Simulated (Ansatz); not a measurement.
# Lattice dynamics of NbTe2 monolayer (1T), part 2 of 3

Wanted: phonon frequencies of NbTe2 monolayer (1T) and what follows from them.

Ansatz 0.2.0; DFT PBEsol, scalar-relativistic, plane waves, PAW; PAW set soft_1.

So far. Step 2 (Coarse relaxation): The program solves this slab on a cell height of its own, 30.4 Å, in place of the one typed.

## (4) Tight relaxation

Phonons need a cell at rest on their own settings, so the relaxation is repeated with tight tolerances on forces and stress on the k mesh and occupations of the first response run.

Input file input.yaml:

```yaml
crystal:
  lattice:
    - [3.5829740518, 0.0, 0.0]
    - [-1.7914870259, 3.10294655, 0.0]
    - [0.0, 0.0, 30.424]
  atoms:
    - { symbol: Nb, position: [0.0, 0.0, 0.328687878] }
    - { symbol: Te, position: [0.3333333333, 0.6666666667, 0.3898748431] }
    - { symbol: Te, position: [0.6666666667, 0.3333333333, 0.2675009129] }
  periodic: [true, true, false]
kpoints:
  mp_grid: { grid: [18, 18, 1] }
hamiltonian:
  xc: pbesol
  pseudopotentials: { kind: paw, azcp: { folder: soft_1 }, xc_functional: pbe }
scf:
  occupations: { method: methfessel_paxton, width: 0.2 }
output:
  forces: true
  stress: true
  eigenvalues: true
  write_density: true
  write_potential: true
  elf: true
  volumetric_format: npy
relax:
  adjacent_minimum: "off"
  f_tol: 0.001
  max_steps: 60
  cell: { stress_2d_tol: 0.002 }
```

Command:

```sh
$ ansatz run input.yaml --threads 4 --pin off --max-ram 16384MiB --backend cpu --events-out ev --progress --plain --runs-dir out
```

Numbers of over 12 decimals in the logs are rounded to 6 here.

Log:

```text
[...]
Crystal: 3 atoms, lattice volume = 338.247 Å³
Basis set: ecut = 420 eV, 6467 PW (Γ), exchange–correlation on 48×48×432 points (8 copies of the dense FFT grid, shifted against one another)
Bands: 27, of which v1, the nominal top of the filled ones, is band 23 counted from 1 (22 counted from 0)
Symmetry: 12 space group operations
[...]
k-points: 37 of 324
[...]
k-point 36: bands = [... 19 lower, -7.7305, -7.2107, -7.2107, -3.5667, -3.5667, -3.0819, -1.3360, -1.3360]
--- Relaxed structure (4 steps of the walk, 3 accepted, 1 SCFs on fresh bases) ---
[...]
cell:  # Å, volume = 338.4060 Å³
    - [3.583815, 0, 0]
    - [-1.791907, 3.103675, 0]
    - [0, 0, 30.424]
  atoms:
    - { symbol: Nb, position: [0, 0, 0.328687878] }
    - { symbol: Te, position: [0.333333, 0.666667, 0.389850] }
    - { symbol: Te, position: [0.666667, 0.333333, 0.267526] }
[key lines of the parts left out:]
SCF converged after 6 iterations
Free energy (F): -18299.885205 eV
Fermi energy:    -4.654461 eV
P = ½ c Tr σ = 0.0011 N/m
```

It took 32 s on 4 threads of Arm Neoverse V1, shared host; peak memory 0.79 GiB.

Little changed from the start: no atom moved by 0.005 Å and no cell edge by 0.1 %.

This step gave:

| Item | Value |
| --- | --- |
| area per atom | 3.708 Å² |

ELF in the ac plane at fractional y = 0.333, with atoms of Te within 0.2 Å of it. It is the smooth field of the valence electrons, not physical close to the nuclei.

Values, 24 rows by 14 columns, each cell a mean:
```
0.00 0.00 0.00 0.00 0.00 0.00 0.00 0.00 0.00 0.00 0.00 0.00 0.00 0.00
0.00 0.00 0.00 0.00 0.00 0.00 0.00 0.00 0.00 0.00 0.00 0.00 0.00 0.00
0.00 0.00 0.00 0.00 0.00 0.00 0.00 0.00 0.00 0.00 0.00 0.00 0.00 0.00
0.00 0.00 0.00 0.00 0.00 0.00 0.00 0.00 0.00 0.00 0.00 0.00 0.00 0.00
0.00 0.00 0.00 0.00 0.00 0.00 0.00 0.00 0.00 0.00 0.00 0.00 0.00 0.00
0.00 0.00 0.00 0.00 0.00 0.00 0.00 0.00 0.00 0.00 0.00 0.00 0.00 0.00
0.00 0.00 0.00 0.00 0.00 0.00 0.00 0.00 0.00 0.00 0.00 0.00 0.00 0.00
0.00 0.00 0.00 0.00 0.00 0.00 0.00 0.00 0.00 0.00 0.00 0.00 0.00 0.00
0.00 0.00 0.00 0.00 0.00 0.00 0.00 0.00 0.00 0.00 0.00 0.00 0.00 0.00
0.00 0.00 0.00 0.00 0.00 0.00 0.00 0.00 0.00 0.00 0.00 0.00 0.00 0.00
0.00 0.00 0.00 0.00 0.00 0.00 0.00 0.00 0.00 0.00 0.00 0.00 0.00 0.00
0.00 0.00 0.00 0.00 0.00 0.00 0.00 0.00 0.00 0.00 0.00 0.00 0.00 0.00
0.04 0.06 0.08 0.07 0.05 0.03 0.01 0.01 0.00 0.00 0.00 0.01 0.01 0.02
0.44 0.54 0.58 0.56 0.49 0.35 0.20 0.07 0.03 0.02 0.02 0.05 0.13 0.27
0.59 0.59 0.58 0.58 0.59 0.56 0.44 0.22 0.10 0.06 0.07 0.16 0.34 0.51
0.33 0.34 0.35 0.35 0.33 0.31 0.27 0.21 0.17 0.15 0.16 0.19 0.25 0.29
0.28 0.21 0.19 0.20 0.25 0.33 0.41 0.45 0.45 0.44 0.44 0.45 0.44 0.38
0.56 0.40 0.25 0.31 0.52 0.56 0.47 0.27 0.13 0.08 0.10 0.21 0.39 0.52
0.40 0.16 0.06 0.09 0.30 0.56 0.70 0.73 0.72 0.71 0.72 0.73 0.72 0.65
0.04 0.01 0.01 0.01 0.03 0.08 0.18 0.29 0.35 0.38 0.37 0.31 0.23 0.13
0.00 0.00 0.00 0.00 0.00 0.00 0.00 0.01 0.01 0.01 0.01 0.01 0.01 0.00
0.00 0.00 0.00 0.00 0.00 0.00 0.00 0.00 0.00 0.00 0.00 0.00 0.00 0.00
0.00 0.00 0.00 0.00 0.00 0.00 0.00 0.00 0.00 0.00 0.00 0.00 0.00 0.00
0.00 0.00 0.00 0.00 0.00 0.00 0.00 0.00 0.00 0.00 0.00 0.00 0.00 0.00
```
Columns run along a (3.6 Å), rows up along c (30.4 Å). Atoms in or near the plane, at fractional coordinates: Te at (0.67, 0.27).

Valence density in the ac plane at fractional y = 0.333, with atoms of Te within 0.2 Å of it. It is the smooth field of the valence electrons, not physical close to the nuclei.

Values in e/Å³, 24 rows by 14 columns, each cell a mean:
```
 0  0  0  0  0  0  0  0  0  0  0  0  0  0
 0  0  0  0  0  0  0  0  0  0  0  0  0  0
 0  0  0  0  0  0  0  0  0  0  0  0  0  0
 0  0  0  0  0  0  0  0  0  0  0  0  0  0
 0  0  0  0  0  0  0  0  0  0  0  0  0  0
 0  0  0  0  0  0  0  0  0  0  0  0  0  0
 0  0  0  0  0  0  0  0  0  0  0  0  0  0
 0  0  0  0  0  0  0  0  0  0  0  0  0  0
 0  0  0  0  0  0  0  0  0  0  0  0  0  0
 0  0  0  0  0  0  0  0  0  0  0  0  0  0
 0  0  0  0  0  0  0  0  0  0  0  0  0  0
 0  0  0  0  0  0  0  0  0  0  0  0  0  0
 0  0  0  0  0  0  0  0  0  0  0  0  0  0
 0  0  0  0  0  0  0  0  0  0  0  0  0  0
 0  0  0  0  0  0  0  0  0  0  0  0  0  0
 0  0  0  0  0  0  0  0  0  0  0  0  0  0
 0  0  0  0  0  0  0  0  1  1  1  0  0  0
 0  0  0  0  0  0  1  3  8 11 10  5  2  1
 0  0  0  0  0  0  0  0  0  1  1  0  0  0
 0  0  0  0  0  0  0  0  0  0  0  0  0  0
 0  0  0  0  0  0  0  0  0  0  0  0  0  0
 0  0  0  0  0  0  0  0  0  0  0  0  0  0
 0  0  0  0  0  0  0  0  0  0  0  0  0  0
 0  0  0  0  0  0  0  0  0  0  0  0  0  0
```
Columns run along a (3.6 Å), rows up along c (30.4 Å). Atoms in or near the plane, at fractional coordinates: Te at (0.67, 0.27).

Electrostatic potential energy in the ac plane at fractional y = 0.333, with atoms of Te within 0.2 Å of it. With pseudopotentials it is smooth inside the atoms' cores, unlike the true potential.

Ten even steps from '_' (-16 eV) to '@' (0 eV), each cell a mean:
```
@@@@@@@@@@@@@@@@@@@@@@@@@@@@
@@@@@@@@@@@@@@@@@@@@@@@@@@@@
@@@@@@@@@@@@@@@@@@@@@@@@@@@@
@@@@@@@@@@@@@@@@@@@@@@@@@@@@
@@@@@@@@@@@@@@@@@@@@@@@@@@@@
@@@@@@@@@@@@@@@@@@@@@@@@@@@@
@@@@@@@@@@@@@@@@@@@@@@@@@@@@
@@@@@@@@@@@@@@@@@@@@@@@@@@@@
@@@@@@@@@@@@@@@@@@@@@@@@@@@@
@@@@@@@@@@@@@@@@@@@@@@@@@@@@
@@@@@@@@@@@@@@@@@@@@@@@@@@@@
@@@@@@@@@@@@@@@@@@@@@@@@@@@@
@@@@@@@@@@@@@@@@@@@@@@@@@@@@
%%%%%%%%%%@@@@@@@@@@@@@@@@@@
==::....--++##%%%%@@@@%%##**
++--::--==**##%%%%@@@@%%##**
++==----==++++==========++++
++##%%%%**::____--**++..____
%%@@@@@@@@%%##++++====++**##
@@@@@@@@@@@@@@@@@@@@@@@@@@@@
@@@@@@@@@@@@@@@@@@@@@@@@@@@@
@@@@@@@@@@@@@@@@@@@@@@@@@@@@
@@@@@@@@@@@@@@@@@@@@@@@@@@@@
@@@@@@@@@@@@@@@@@@@@@@@@@@@@
```
Columns run along a (3.6 Å; values clipped at the 3rd and 97th percentile), rows up along c (30.4 Å). Atoms in or near the plane, at fractional coordinates: Te at (0.67, 0.27).

The largest force component left is 0.20 meV/Å, within the tolerances set.

## (5) Linear response at the zone centre

The zone centre comes first: it holds the modes that light can see, as far as symmetry allows. No field response is asked, since the mesh shows no gap.

input.yaml, the sections that differ from step 4:

```yaml
crystal:
  lattice:
    - [3.5838147352, 0.0, 0.0]
    - [-1.7919073676, 3.1036746032, 0.0]
    - [0.0, 0.0, 30.424]
  atoms:
    - { symbol: Nb, position: [0.0, 0.0, 0.328687878] }
    - { symbol: Te, position: [0.3333333333, 0.6666666667, 0.3898498279] }
    - { symbol: Te, position: [0.6666666667, 0.3333333333, 0.2675259281] }
  periodic: [true, true, false]
output:
  eigenvalues: true
phonons:
  method: dfpt
# kpoints, hamiltonian, scf: as in step 4
# relax: removed
```

Log:

```text
Warning: crystal.symmetry: narrowed to the stabiliser of the run's FFT grids — unitary ops 12 → 6. A phonons.method: dfpt run fills in the rows of the dynamical matrix that it does not solve by its symmetry operations, which is exact only for operations that map its FFT grids onto themselves: filled in by any other, the frequencies could depend on the order in which like atoms are typed, or, by more than the grids' own error, on where the crystal sits among the grids' points. Excluded: 6 operations. The run can therefore solve more perturbations, solve them on more k-points, or both, and cost more. [rest of the remark cut]
[...]
Crystal: 3 atoms, lattice volume = 338.406 Å³
Basis set: ecut = 420 eV, 6467 PW (Γ), exchange–correlation on 48×48×432 points (8 copies of the dense FFT grid, shifted against one another)
Bands: 27, of which v1, the nominal top of the filled ones, is band 23 counted from 1 (22 counted from 0)
Symmetry: 12 space group operations
k-points: 91 of 324 (irreducible under 2 space group operations, time reversal used)
[...]
SCF iter   1: F=—  HF=-18300.700683 eV  |F-HF|=—  |Δ(HF+E_count)|=         —  Δρ=2.30e-2  dr2=2.79e0  ethr=3.10e-3  ⟨swp⟩=13.6  Hψ=17476  notcnv=0
[...]
SCF iter  11: F=-18299.885205 eV  HF=-18299.885205 eV  |F-HF|=5.46e-11  |Δ(HF+E_count)|=   1.47e-9  S|Δr|=    0.00e0  Δρ=1.82e-8  dr2=2.61e-12  ethr=1.00e-12  ⟨swp⟩=15.4  Hψ=21886  notcnv=0
SCF 1 converged in 11 iterations: F = -18299.885205 eV  dr2 = 2.61e-12
[...]
DFPT response loops at Γ: preconditioner auto → none (partly filled bands, converged f_vac=0.741); β = 0.50; Broyden in place of MSR1
SCF converged after 11 iterations
[...]
Free energy (F): -18299.885205 eV
[...]
Internal energy: -18299.883139 eV  (E = F + TS)
E sigma→0 (E₀):  -18299.884689 eV
Entropy (-TS):   -0.002066 eV (-0.689 meV/atom)
Fermi energy:    -4.654460 eV
[...]
--- Band table (eV; the first three rows and the last of 91) ---
  k-point 0: bands = [... 19 lower, -6.4898, -4.9669, -4.4250, -4.4250, -3.1988, -3.1988, -0.6107, -0.6107]
  k-point 1: bands = [... 19 lower, -6.3287, -4.9931, -4.5789, -4.5409, -3.2959, -3.1118, -0.9168, -0.6733]
  k-point 2: bands = [... 19 lower, -6.1682, -5.3006, -4.8160, -4.7876, -3.4302, -2.9530, -1.4827, -0.8114]
  k-point 90: bands = [... 19 lower, -7.5439, -7.4684, -6.7525, -4.0280, -3.6390, -2.4786, -2.3162, -0.6489]
--- Phonons (Γ-DFPT): 6 representative perturbations + reference, on 91 of 324 k-points (Σ response iterations 31) ---
  ASR residual: 5.581e-5 → 0.000e0 eV/Å²; symmetrization residual: 3.375e-5 eV/Å²
  The last average, over the group as it would stand without the narrowing to the FFT grids, took up to 4.299e-6 eV/Å² of the zone centre's force constants
  ASR residual per site (eV/Å²): 3.22e-5 4.55e-5 5.58e-5
  Γ frequencies (cm⁻¹): 0.00 0.00 0.00 104.79 104.79 154.76 165.25 165.25 280.29
  non-analytic LO–TO correction: not included (Born effective charges unavailable; polar crystals: no LO–TO splitting at Γ)
```

The job ended after 2.9 min (4 threads; peak memory 2.6 GiB).

This step gave:

- sum-rule residual before enforcement: 5.58e-5 eV/Å²
- point group: -3m
- highest optical mode at the zone centre (no LO-TO term): 280.3 cm⁻¹
- lowest optical zone-centre mode: 104.8 cm⁻¹

Patterns of degenerate modes are one choice out of their space. The modes at Γ (shares of kinetic energy by element, %):

| mode | frequency (cm⁻¹) | symmetry | Nb % | Te % |
| --- | --- | --- | --- | --- |
| 1 | 0.0 | acoustic | 27 | 73 |
| 2 | 0.0 | acoustic | 27 | 73 |
| 3 | 0.0 | acoustic | 27 | 73 |
| 4 | 104.8 | Eg | 0 | 100 |
| 5 | 104.8 | Eg | 0 | 100 |
| 6 | 154.8 | A1g | 0 | 100 |
| 7 | 165.2 | Eu | 73 | 27 |
| 8 | 165.2 | Eu | 73 | 27 |
| 9 | 280.3 | A2u | 73 | 27 |

Displacements in mode 4 (104.8 cm⁻¹), the largest set to 1:
```
Nb1  0.00  0.00  0.00
Te2  0.11 -1.00  0.00
Te3 -0.11  1.00  0.00
```

Displacements in mode 6 (154.8 cm⁻¹), the largest set to 1:
```
Nb1  0.00  0.00  0.00
Te2  0.00  0.00 -1.00
Te3  0.00  0.00  1.00
```

Before it was imposed, the acoustic sum rule was missed by 5.6e-5 eV/Å². Small misses are needed for a sound result but don't prove that mesh and cutoff are converged. The lowest optical mode is real, 105 cm⁻¹.

(Continued in part 3 of 3.)

[Logs are printed without paths, hosts, clocks, repeated set-up lines and the standing remarks that a program may print on its own settings, such as how far it seeks lower states.]

[Hosts, paths, dates, database ids (printed as entryN), source tags and the programs' standing remarks are cut or masked in the printed files.]
